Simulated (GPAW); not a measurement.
# 1T-TiTe2 monolayer in an electric field

Aim: the dipole that a field along the normal induces in 1T-TiTe2 monolayer.

Program: GPAW 26.7.0. Level of theory: GPAW, PAW setups; layer in a repeated cell with vacuum, relaxation of atoms and in-plane cell, in the first sound run; inputs show where later runs differ. Results are calculated unless marked as measured.

**1. The starting structure**

The cell holds 3 atoms: 2 Te and 1 Ti. Its edges and angles: a = 3.750 Å, b = 3.750 Å, c = 21.676 Å, α = 90.0°, β = 90.0°, γ = 120.0°. Vacuum lies along c.

**2. Relaxing the atoms**

The atoms are relaxed first, since the surface dipole, and with it the work function, follows the positions of the outer layers.

The input, run.py:

```python
import json
import numpy as np
from ase import Atoms
from ase.filters import FrechetCellFilter
from ase.optimize import BFGS
from gpaw import GPAW, PW

slab = Atoms(
    ['Te', 'Ti', 'Te'],
    positions=[
        [1.87500, 1.08253, 9.00000],
        [0.00000, 0.00000, 10.83796],
        [-0.00000, 2.16506, 12.67592]],
    cell=[[3.75, 0.0, 0.0], [-1.875, 3.2476, 0.0], [0.0, 0.0, 21.6759]],
    pbc=[True, True, True])

slab.calc = GPAW(mode=PW(600), xc='PBE', kpts={'size': (9, 9, 1), 'gamma': True},
                 occupations={'name': 'fermi-dirac', 'width': 0.05}, nbands='160%',
                 convergence={'density': 1e-05}, maxiter=200,
                 symmetry={'tolerance': 1e-3}, txt='slab.txt')
result = {}
# The in-plane cell is free; stress needs a cell that repeats along all three vectors
path = []
opt = BFGS(FrechetCellFilter(slab, mask=[1, 1, 0, 0, 0, 1]), maxstep=0.2)
opt.attach(lambda: path.append((slab.get_potential_energy(), slab.positions.tolist(), slab.get_forces().tolist())))
result['relaxed'] = bool(opt.run(fmax=0.02, steps=45))
result['path'] = path
result['cell'] = slab.cell.tolist()
print('in-plane lattice', slab.cell.cellpar().round(4)[[0, 1, 5]])
energy = slab.get_potential_energy()
fermi = slab.calc.get_fermi_level()
v = slab.calc.get_electrostatic_potential().mean((0, 1)) - fermi
n = slab.calc.get_pseudo_density().mean((0, 1))
L = slab.cell[2, 2]
z = np.arange(len(v)) * L / len(v)
low, high = slab.positions[:, 2].min(), slab.positions[:, 2].max()
below, above = np.interp([low - 6.8, high + 6.8], z, v)
slopes = [np.interp(x, z, np.gradient(v, z)) for x in (low - 6.8, high + 6.8)]
eps = np.array([[slab.calc.get_eigenvalues(k, s) for k in range(len(slab.calc.get_ibz_k_points()))]
                for s in range(slab.calc.get_number_of_spins())]) - fermi
top, bottom = eps[eps < 0].max(), eps[eps > 0].min()
dipole = slab.get_dipole_moment()[2]
print(f'energy {energy:.4f} eV, Fermi level {fermi:.4f} eV, dipole {dipole:.5f} e A')
print(f'potential 6.8 A off the faces, from the Fermi level: lower {below:.4f} eV, upper {above:.4f} eV')
print(f'slope of the potential there: lower {slopes[0]:.5f}, upper {slopes[1]:.5f} eV/A')
print(f'nearest levels on the mesh: {top:.4f} and {bottom:.4f} eV')
print('magnetic moment', round(slab.get_magnetic_moment(), 3))
result.update(energy=energy, fermi=fermi, dipole=dipole, below=below, above=above, slopes=slopes, edges=[top, bottom],
              z=z.tolist(), v=v.tolist(), n=n.tolist(), positions=slab.positions.tolist(),
              forces=slab.get_forces(apply_constraint=False).tolist(), moments=slab.get_magnetic_moments().tolist())
json.dump(result, open('result.json', 'w'))
```

The run is started by

```sh
> OMP_NUM_THREADS=1 OPENBLAS_NUM_THREADS=1 python run.py
```

The log of the run:

```text
Step          Energy          fmax
BFGS:    0      -15.098050        0.738378
BFGS:    1      -15.116722        0.639136
BFGS:    2      -15.161748        0.155893
BFGS:    3      -15.163008        0.097701
BFGS:    4      -15.163790        0.075836
BFGS:    5      -15.166788        0.070421
BFGS:    6      -15.167810        0.034421
BFGS:    7      -15.168036        0.005698
in-plane lattice [  3.7369   3.737  120.    ]
energy -15.1629 eV, Fermi level -1.3688 eV, dipole -0.00038 e A
potential 6.8 A off the faces, from the Fermi level: lower 4.8731 eV, upper 4.8723 eV
slope of the potential there: lower 0.00026, upper 0.00007 eV/A
nearest levels on the mesh: -0.0935 and 0.0219 eV
magnetic moment 0.0
```

Run time: 4.3 min. Hardware: 1 thread of Intel Xeon Platinum 8488C (Sapphire Rapids), shared host; peak memory 0.37 GiB.

This step gave:

```
dipole along the normal                    : -3.82e-4 e·Å
levels nearest the Fermi level on the mesh : -0.09348, 0.02190 eV from the Fermi level
```

The electrostatic potential energy of an electron (without an applied field's), less the Fermi level, planar mean by z:

z (Å), electrostatic potential energy of an electron (without an applied field's), less the Fermi level, planar mean (eV) and a bar from the least value:
```
        0        4.9 ##############################
        1        4.9 ##############################
        2        4.9 ##############################
        3        4.9 ##############################
        4        4.9 ##############################
        5        4.9 ##############################
        6        4.9 ##############################
        7        4.7 ##############################
        8        2.1 ##########################
        9      -17.4 
       10       -3.5 ###################
       11      -10.6 #########
       12       -6.8 ##############
       13       -9.9 ##########
       14        3.7 ############################
       15        4.8 ##############################
       16        4.9 ##############################
       17        4.9 ##############################
       18        4.9 ##############################
       19        4.9 ##############################
       20        4.9 ##############################
       21        4.9 ##############################
```

The pseudo valence density, planar mean oscillates, so the rows of the table below give means over windows of 1 Å about each position, cut where the curve ends. Its maxima inside the range that stand out by 2 % of the span (Å: e/Å³): 8.5: 0.264, 9.7: 0.322, 10.9: 0.988, 12.0: 0.322, 13.2: 0.264. Its minima: 9.0: 0.106, 10.1: 0.300, 11.6: 0.300, 12.7: 0.106.

Pseudo valence density, planar mean against z; means over each step:

z (Å), pseudo valence density, planar mean (e/Å³) and a bar:
```
        5      0.000 
        6      0.001 
        7      0.010 
        8      0.126 #####
        9      0.196 ########
       10      0.369 ###############
       11      0.739 ##############################
       12      0.280 ###########
       13      0.196 ########
       14      0.063 ###
       15      0.004 
       16      0.000 
       17      0.000
```

The relaxation lowered the energy of the cell by 0.0695 eV (energies extrapolated to zero smearing; the optimiser's log prints free energies). The largest force left on a free atom is 0.0051 eV/Å.

**3. Plane waves, PBE**

With the geometry fixed, the planar mean of the potential gives the vacuum level on each side.

This step: GPAW, PAW setups; slab in vacuum (GPAW 26.7.0).

The cell differs from the one that the last finished run ended in (c 21.676 → 21.503 Å).

run.py, as its differences from that of step 2:

```diff
@@ -3,4 +3,2 @@
 from ase import Atoms
-from ase.filters import FrechetCellFilter
-from ase.optimize import BFGS
 from gpaw import GPAW, PW
@@ -10,21 +8,14 @@
     positions=[
-        [1.87500, 1.08253, 9.00000],
-        [0.00000, 0.00000, 10.83796],
-        [-0.00000, 2.16506, 12.67592]],
-    cell=[[3.75, 0.0, 0.0], [-1.875, 3.2476, 0.0], [0.0, 0.0, 21.6759]],
-    pbc=[True, True, True])
+        [1.86847, 1.07876, 9.00000],
+        [-0.00000, 0.00000, 10.75143],
+        [0.00000, 2.15752, 12.50285]],
+    cell=[[3.73695, 0.0, 0.0], [-1.86847, 3.2363, 0.0], [0.0, 0.0, 21.5029]],
+    pbc=[True, True, False])
 
-slab.calc = GPAW(mode=PW(600), xc='PBE', kpts={'size': (9, 9, 1), 'gamma': True},
+slab.calc = GPAW(mode=PW(400), xc='PBE', kpts={'size': (9, 9, 1), 'gamma': True},
                  occupations={'name': 'fermi-dirac', 'width': 0.05}, nbands='160%',
                  convergence={'density': 1e-05}, maxiter=200,
+                 poissonsolver={'dipolelayer': 'xy'},
                  symmetry={'tolerance': 1e-3}, txt='slab.txt')
 result = {}
-# The in-plane cell is free; stress needs a cell that repeats along all three vectors
-path = []
-opt = BFGS(FrechetCellFilter(slab, mask=[1, 1, 0, 0, 0, 1]), maxstep=0.2)
-opt.attach(lambda: path.append((slab.get_potential_energy(), slab.positions.tolist(), slab.get_forces().tolist())))
-result['relaxed'] = bool(opt.run(fmax=0.02, steps=45))
-result['path'] = path
-result['cell'] = slab.cell.tolist()
-print('in-plane lattice', slab.cell.cellpar().round(4)[[0, 1, 5]])
 energy = slab.get_potential_energy()
```

The log of the run:

```text
energy -15.0830 eV, Fermi level -1.3381 eV, dipole -0.00116 e A
potential 6.8 A off the faces, from the Fermi level: lower 4.8668 eV, upper 4.8751 eV
slope of the potential there: lower 0.00010, upper -0.00010 eV/A
nearest levels on the mesh: -0.0934 and 0.0219 eV
magnetic moment 0.0
```

The job ended after 20 s (1 thread; peak memory 0.2 GiB).

Numbers from this step:

- dipole along the normal: -0.001161 e·Å
- levels nearest the Fermi level on the mesh: -0.09335, 0.02187 eV from the Fermi level
- upper work function: 4.875 eV
- lower work function: 4.867 eV

The electrostatic potential energy of an electron (without an applied field's), less the Fermi level, planar mean by z:

| z (Å) | electrostatic potential energy of an electron (without an applied field's), less the Fermi level, planar mean (eV) |
| --- | --- |
| 0 | 4.87 |
| 1 | 4.87 |
| 2 | 4.87 |
| 3 | 4.87 |
| 4 | 4.87 |
| 5 | 4.87 |
| 6 | 4.85 |
| 7 | 4.66 |
| 8 | 1.35 |
| 9 | -17.8 |
| 10 | -3.47 |
| 11 | -9.47 |
| 12 | -8.64 |
| 13 | -7.51 |
| 14 | 4.00 |
| 15 | 4.82 |
| 16 | 4.87 |
| 17 | 4.88 |
| 18 | 4.88 |
| 19 | 4.88 |
| 20 | 4.88 |
| 21 | 4.88 |

The pseudo valence density, planar mean oscillates, so the rows of the table below give means over windows of 1 Å about each position, cut where the curve ends. Its maxima inside the range that stand out by 2 % of the span (Å: e/Å³): 8.4: 0.259, 9.7: 0.316, 10.8: 1.02, 11.8: 0.316, 13.1: 0.259. Its minima: 9.0: 0.103, 9.9: 0.295, 11.6: 0.295, 12.5: 0.103.

The pseudo valence density, planar mean by z; means over each step:

| z (Å) | pseudo valence density, planar mean (e/Å³) |
| --- | --- |
| 5 | 4.8e-5 |
| 6 | 8.0e-4 |
| 7 | 0.0133 |
| 8 | 0.145 |
| 9 | 0.200 |
| 10 | 0.408 |
| 11 | 0.702 |
| 12 | 0.263 |
| 13 | 0.198 |
| 14 | 0.0516 |
| 15 | 0.00337 |
| 16 | 1.9e-4 |
| 17 | 1.2e-5 |

The potential is flat to 9.5e-5 eV/Å where it is read, so the vacuum is wide enough.

**4. In a field**

A uniform field along the normal polarises the slab; the atoms stay fixed, so this is the electronic response alone.

run.py, as its differences from that of step 3:

```diff
@@ -4,2 +4,3 @@
 from gpaw import GPAW, PW
+from gpaw.external import ConstantElectricField
 
@@ -18,2 +19,3 @@
                  poissonsolver={'dipolelayer': 'xy'},
+                 external=ConstantElectricField(-0.2, [0, 0, 1]),
                  symmetry={'tolerance': 1e-3}, txt='slab.txt')
```

The log of the run:

```text
energy -15.0912 eV, Fermi level -1.3402 eV, dipole -0.08227 e A
potential 6.8 A off the faces, from the Fermi level: lower 4.2587 eV, upper 5.4896 eV
slope of the potential there: lower 0.00010, upper -0.00009 eV/A
nearest levels on the mesh: -0.0933 and 0.0219 eV
magnetic moment 0.0
```

It took 66 s on 1 thread; peak memory 0.29 GiB.

Numbers from this step:

| Item | Value |
| --- | --- |
| dipole along the normal | -0.08227 e·Å |
| levels nearest the Fermi level on the mesh | -0.09331, 0.02186 eV from the Fermi level |
| potential below the slab, the applied field's own ramp left out | 4.259 eV from the Fermi level |
| potential above the slab, the applied field's own ramp left out | 5.490 eV from the Fermi level |

The electrostatic potential energy of an electron (without an applied field's), less the Fermi level, planar mean by z:

| z (Å) | electrostatic potential energy of an electron (without an applied field's), less the Fermi level, planar mean (eV) |
| --- | --- |
| 0 | 4.87 |
| 1 | 4.26 |
| 2 | 4.26 |
| 3 | 4.26 |
| 4 | 4.26 |
| 5 | 4.26 |
| 6 | 4.25 |
| 7 | 4.07 |
| 8 | 0.833 |
| 9 | -18.1 |
| 10 | -3.61 |
| 11 | -9.42 |
| 12 | -8.40 |
| 13 | -7.08 |
| 14 | 4.56 |
| 15 | 5.43 |
| 16 | 5.49 |
| 17 | 5.49 |
| 18 | 5.49 |
| 19 | 5.49 |
| 20 | 5.49 |
| 21 | 5.49 |

The dipole is now -0.0823 e Å, against -0.0012 in the run without a field.

**5. In a field**

run.py, as its differences from that of step 4:

```diff
@@ -19,3 +19,3 @@
                  poissonsolver={'dipolelayer': 'xy'},
-                 external=ConstantElectricField(-0.2, [0, 0, 1]),
+                 external=ConstantElectricField(-0.1, [0, 0, 1]),
                  symmetry={'tolerance': 1e-3}, txt='slab.txt')
```

The log of the run:

```text
energy -15.0850 eV, Fermi level -1.3386 eV, dipole -0.04113 e A
potential 6.8 A off the faces, from the Fermi level: lower 4.5641 eV, upper 5.1794 eV
slope of the potential there: lower 0.00010, upper -0.00010 eV/A
nearest levels on the mesh: -0.0933 and 0.0219 eV
magnetic moment 0.0
```

Run time: 67 s. Hardware: 1 thread; peak memory 0.29 GiB.

This step gave:

```
dipole along the normal                                         : -0.04113 e·Å
levels nearest the Fermi level on the mesh                      : -0.09334, 0.02186 eV from the Fermi level
potential below the slab, the applied field's own ramp left out : 4.564 eV from the Fermi level
potential above the slab, the applied field's own ramp left out : 5.179 eV from the Fermi level
```

Electrostatic potential energy of an electron (without an applied field's), less the Fermi level, planar mean against z:

| z (Å) | electrostatic potential energy of an electron (without an applied field's), less the Fermi level, planar mean (eV) |
| --- | --- |
| 0.0 | 4.87 |
| 0.5 | 4.56 |
| 1.0 | 4.56 |
| 1.5 | 4.56 |
| 2.0 | 4.56 |
| 2.5 | 4.56 |
| 3.0 | 4.56 |
| 3.5 | 4.56 |
| 4.0 | 4.56 |
| 4.5 | 4.56 |
| 5.0 | 4.56 |
| 5.5 | 4.56 |
| 6.0 | 4.55 |
| 6.5 | 4.52 |
| 7.0 | 4.36 |
| 7.5 | 3.71 |
| 8.0 | 1.09 |
| 8.5 | -7.65 |
| 9.0 | -18.0 |
| 9.5 | -8.83 |
| 10.0 | -3.54 |
| 10.5 | -9.45 |
| 11.0 | -9.45 |
| 11.5 | -3.41 |
| 12.0 | -8.52 |
| 12.5 | -17.6 |
| 13.0 | -7.30 |
| 13.5 | 1.58 |
| 14.0 | 4.28 |
| 14.5 | 4.96 |
| 15.0 | 5.12 |
| 15.5 | 5.17 |
| 16.0 | 5.18 |
| 16.5 | 5.18 |
| 17.0 | 5.18 |
| 17.5 | 5.18 |
| 18.0 | 5.18 |
| 18.5 | 5.18 |
| 19.0 | 5.18 |
| 19.5 | 5.18 |
| 20.0 | 5.18 |
| 20.5 | 5.18 |
| 21.0 | 5.18 |

The dipole is now -0.0411 e Å, against -0.0012 in the run without a field.

**6. Field on**

run.py, as its differences from that of step 5:

```diff
@@ -19,3 +19,3 @@
                  poissonsolver={'dipolelayer': 'xy'},
-                 external=ConstantElectricField(-0.1, [0, 0, 1]),
+                 external=ConstantElectricField(-0.05, [0, 0, 1]),
                  symmetry={'tolerance': 1e-3}, txt='slab.txt')
```

The log of the run:

```text
energy -15.0835 eV, Fermi level -1.3382 eV, dipole -0.02056 e A
potential 6.8 A off the faces, from the Fermi level: lower 4.7173 eV, upper 5.0250 eV
slope of the potential there: lower 0.00010, upper -0.00010 eV/A
nearest levels on the mesh: -0.0933 and 0.0219 eV
magnetic moment 0.0
```

Run time: 72 s. Hardware: 1 thread; peak memory 0.29 GiB.

**7. In a field**

run.py, as its differences from that of step 6:

```diff
@@ -19,3 +19,3 @@
                  poissonsolver={'dipolelayer': 'xy'},
-                 external=ConstantElectricField(-0.05, [0, 0, 1]),
+                 external=ConstantElectricField(0.05, [0, 0, 1]),
                  symmetry={'tolerance': 1e-3}, txt='slab.txt')
```

The log of the run:

```text
energy -15.0835 eV, Fermi level -1.3382 eV, dipole 0.02056 e A
potential 6.8 A off the faces, from the Fermi level: lower 5.0250 eV, upper 4.7173 eV
slope of the potential there: lower 0.00010, upper -0.00010 eV/A
nearest levels on the mesh: -0.0933 and 0.0219 eV
magnetic moment 0.0
```

Run time: 71 s. Hardware: 1 thread; peak memory 0.29 GiB.

**8. Field on**

run.py, as its differences from that of step 7:

```diff
@@ -19,3 +19,3 @@
                  poissonsolver={'dipolelayer': 'xy'},
-                 external=ConstantElectricField(0.05, [0, 0, 1]),
+                 external=ConstantElectricField(0.1, [0, 0, 1]),
                  symmetry={'tolerance': 1e-3}, txt='slab.txt')
```

The log of the run:

```text
energy -15.0850 eV, Fermi level -1.3386 eV, dipole 0.04113 e A
potential 6.8 A off the faces, from the Fermi level: lower 5.1794 eV, upper 4.5641 eV
slope of the potential there: lower 0.00010, upper -0.00010 eV/A
nearest levels on the mesh: -0.0933 and 0.0219 eV
magnetic moment 0.0
```

Run time: 71 s. Hardware: 1 thread; peak memory 0.29 GiB.

The electrostatic potential energy of an electron (without an applied field's), less the Fermi level, planar mean by z:

z (Å), electrostatic potential energy of an electron (without an applied field's), less the Fermi level, planar mean (eV) and a bar from the least value:
```
        0        4.9 ##############################
        1        5.2 ##############################
        2        5.2 ##############################
        3        5.2 ##############################
        4        5.2 ##############################
        5        5.2 ##############################
        6        5.2 ##############################
        7        5.0 ##############################
        8        1.6 #########################
        9      -17.6 
       10       -3.4 ###################
       11       -9.5 ###########
       12       -8.8 ############
       13       -7.7 #############
       14        3.7 ############################
       15        4.5 #############################
       16        4.6 #############################
       17        4.6 #############################
       18        4.6 #############################
       19        4.6 #############################
       20        4.6 #############################
       21        4.6 #############################
```

The dipole is now 0.0411 e Å, against -0.0012 in the run without a field.

[end of part 1 of 2]

[Logs are printed without paths, hosts, clocks, repeated set-up lines and the standing remarks that a program may print on its own settings, such as how far it seeks lower states.]

[Hosts, paths, dates, database ids (printed as entryN), source tags and the programs' standing remarks are cut or masked in the printed files.]
